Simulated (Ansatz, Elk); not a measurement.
# How far do independent atoms describe Mg2B4Ru?, part 2 of 2

The structure of Mg2B4Ru used here is made up (a known structure type with other elements) and was relaxed beforehand with r2SCAN. The aim is the Fourier transform of its all-electron density, F(hkl), set beside the sum over free spherical atoms that refinements use.

Elk 11.2.3 (patched build); all-electron DFT.

So far: Starting point; Ground state and structure factors; The highest occupied states alone.

The structure was built from a prototype and need not be the compound's stable phase.

**4. Another try**

Level of this step: DFT, PBE, all-electron APW+lo, Dirac cores, scalar-relativistic bands, static density, no spin (Elk).

In this try the input is made faulty on purpose, to show what that does.

The input is changed as shown.

Contents of elk.in:

```
tasks
  0
  195

xctype
  20

spinpol
  .false.

rgkmax
  3.5

gmaxvr
  14.0

lmaxo
  7

lmaxapw
  8

swidth
  0.002

tshift
  .false.

ramdisk
  .false.

hmaxvr
  5.5

maxscl
  60

epspot
  1e-06

sppath
  './'

avec
  -2.86800288606 3.18727974313 13.31153218632
  2.86800288606 -3.18727974313 13.31153218632
  2.86800288606 3.18727974313 -13.31153218632

atoms
  3
  'Ru.in'
  1
  0.0000000000 0.5000000000 0.5000000000   0.000000 0.000000 0.000000
  'Mg.in'
  2
  0.8184443646 0.8184443646 0.0000000000   0.000000 0.000000 0.000000
  0.1815556354 0.1815556354 0.0000000000   0.000000 0.000000 0.000000
  'B.in'
  4
  0.5627627548 0.0627627548 0.5000000000   0.000000 0.000000 0.000000
  0.4372372452 0.9372372452 0.5000000000   0.000000 0.000000 0.000000
  0.6185120897 0.6185120897 0.0000000000   0.000000 0.000000 0.000000
  0.3814879103 0.3814879103 0.0000000000   0.000000 0.000000 0.000000

ngridk
  10 10 10
```

On the command line:

```sh
> OMP_NUM_THREADS=4 elk
```

Numbers of over 12 decimals in the logs are rounded to 6 here.

Output:

```text
┌─────────────────────────┐
│ Elk code version 11.2.3 │
└─────────────────────────┘

All units are atomic (Hartree, Bohr, etc.)

┌─────────────────────────────────────────────────┐
│ Ground-state run starting from atomic densities │
└─────────────────────────────────────────────────┘

Lattice vectors :
  -2.868002886       3.187279743       13.31153219
   2.868002886      -3.187279743       13.31153219
   2.868002886       3.187279743      -13.31153219

Reciprocal lattice vectors :
  0.1116819004E-16  0.9856658049      0.2360053380
[...]
species : 1 (Ru)
[...]
species : 2 (Mg)
[...]
species : 3 (B)
[...]
atom 3                    :    3.402975142     (  0.2884051148E-03)
   atom 4                    :    3.402975142     (  0.2884051148E-03)
 total in muffin-tins        :    77.97224500
 total calculated charge     :    87.99885336
 total charge                :    88.00000000
 error                       :   0.1146640421E-02

┌──────────────────────────────┐
│ Self-consistent loop stopped │
└──────────────────────────────┘

Warning : core states of species 3 leak from the muffin-tin :   0.2910384616E-03

Wrote STATE.OUT
[key lines of the parts left out:]
total energy                :     -5031.4922813319
```

The job ended after 98 s (4 threads of Arm Neoverse V1, shared host; peak memory 0.22 GiB; 5.7 min of CPU time).

The run finished. A setting was moved off its sound value on purpose, so it serves as a test and not as the result.

The fault put into the input: a cutoff far too low.

Its structure factors differ from the first run's by R = 0.2 %.

**5. Another functional**

The difference from free atoms is small, so it is set against the change that LDA (Perdew-Wang) makes.

elk.in, as its differences from that of step 4:

```diff
@@ -5,3 +5,3 @@
 xctype
-  20
+  3
 
@@ -11,3 +11,3 @@
 rgkmax
-  3.5
+  7.0
 
@@ -35,3 +35,3 @@
 maxscl
-  60
+  120
```

On the command line:

```sh
> OMP_NUM_THREADS=4 elk
```

Output:

```text
┌─────────────────────────┐
│ Elk code version 11.2.3 │
└─────────────────────────┘

All units are atomic (Hartree, Bohr, etc.)

┌─────────────────────────────────────────────────┐
│ Ground-state run starting from atomic densities │
└─────────────────────────────────────────────────┘

Lattice vectors :
  -2.868002886       3.187279743       13.31153219
   2.868002886      -3.187279743       13.31153219
   2.868002886       3.187279743      -13.31153219

Reciprocal lattice vectors :
  0.1116819004E-16  0.9856658049      0.2360053380
[...]
species : 1 (Ru)
[...]
species : 2 (Mg)
[...]
species : 3 (B)
[...]
atom 3                    :    3.532501313     (  0.3155602742E-03)
   atom 4                    :    3.532501313     (  0.3155602742E-03)
 total in muffin-tins        :    78.62857600
 total calculated charge     :    87.99810796
 total charge                :    88.00000000
 error                       :   0.1892044709E-02

┌──────────────────────────────┐
│ Self-consistent loop stopped │
└──────────────────────────────┘

Warning : core states of species 3 leak from the muffin-tin :   0.3173228023E-03

Wrote STATE.OUT
[key lines of the parts left out:]
total energy                :     -5024.9799865497
```

Wall time 2.2 min (4 threads); peak memory 0.2 GiB; 8.2 min of CPU time.

Against the first run R = 0.08 %; the largest change is -0.049 at 400.

**6. Basis size**

A smaller basis shows how fast F responds to it; the change is likely larger than the basis error of the first run, but doesn't show convergence.

elk.in, as its differences from that of step 5:

```diff
@@ -5,3 +5,3 @@
 xctype
-  3
+  20
 
@@ -11,3 +11,3 @@
 rgkmax
-  7.0
+  5.5
```

On the command line:

```sh
> OMP_NUM_THREADS=4 elk
```

Output:

```text
┌─────────────────────────┐
│ Elk code version 11.2.3 │
└─────────────────────────┘

All units are atomic (Hartree, Bohr, etc.)

┌─────────────────────────────────────────────────┐
│ Ground-state run starting from atomic densities │
└─────────────────────────────────────────────────┘

Lattice vectors :
  -2.868002886       3.187279743       13.31153219
   2.868002886      -3.187279743       13.31153219
   2.868002886       3.187279743      -13.31153219

Reciprocal lattice vectors :
  0.1116819004E-16  0.9856658049      0.2360053380
[...]
species : 1 (Ru)
[...]
species : 2 (Mg)
[...]
species : 3 (B)
[...]
atom 3                    :    3.513219739     (  0.2936288265E-03)
   atom 4                    :    3.513219739     (  0.2936288265E-03)
 total in muffin-tins        :    78.49480923
 total calculated charge     :    87.99808202
 total charge                :    88.00000000
 error                       :   0.1917975139E-02

┌──────────────────────────────┐
│ Self-consistent loop stopped │
└──────────────────────────────┘

Warning : core states of species 3 leak from the muffin-tin :   0.2950898401E-03

Wrote STATE.OUT
[key lines of the parts left out:]
total energy                :     -5031.8930144367
```

Run time: 2.1 min. Hardware: 4 threads; peak memory 0.22 GiB; 7.5 min of CPU time.

Against the first run R = 0.04 %; the largest change is -0.045 at 200.

**7. Settings against the effect**

```csv
run,R against the first run (%),"R against neutral atoms, low angle (%)",wall time
"PBE, rgkmax 7",0.00,0.68,3.2 min
LDA (Perdew-Wang),0.08,0.68,2.2 min
rgkmax 5.5,0.04,0.68,2.1 min
```

**8. Summary of results**

```json
{"R against neutral atoms, sin θ/λ < 0.3 Å⁻¹": "0.68 %", "R against neutral atoms, 0.3 to 0.70 Å⁻¹": "0.39 %"}
```

What this shows: Independent neutral atoms miss the calculated amplitudes by R = 0.68 % below 0.3 Å⁻¹ and 0.39 % from there to 0.70 Å⁻¹; by shells, 1.39 % below 0.15 Å⁻¹ (2 forms), 0.63 % 0.15 to 0.3 (14 forms), 0.41 % 0.3 to 0.45 (29 forms), 0.39 % above 0.45 (104 forms). Bonding, aspherical density and the tables' own atoms all enter these figures, and the runs don't part them. The largest change of an amplitude is -0.94 electrons, at 011. The window's part falls from 20.8 electrons at the origin to at most 0.29 between 0.45 and 0.70 Å⁻¹. Below 0.3 Å⁻¹ the changes that finished (LDA (Perdew-Wang) and rgkmax 5.5) move F by R = 0.03 % at most, against the 0.68 % that separates it from free atoms. The k-mesh has no finished test. These runs have no spin, though d or f shells may be open. Part of the difference isn't bonding: the tables are fits to free atoms and ions calculated by other methods than this functional. Thermal motion, anomalous dispersion and extinction are left out.

[Logs are printed without paths, hosts, clocks, repeated set-up lines and the standing remarks that a program may print on its own settings, such as how far it seeks lower states.]

[Hosts, paths, dates, database ids (printed as entryN), source tags and the programs' standing remarks are cut or masked in the printed files.]
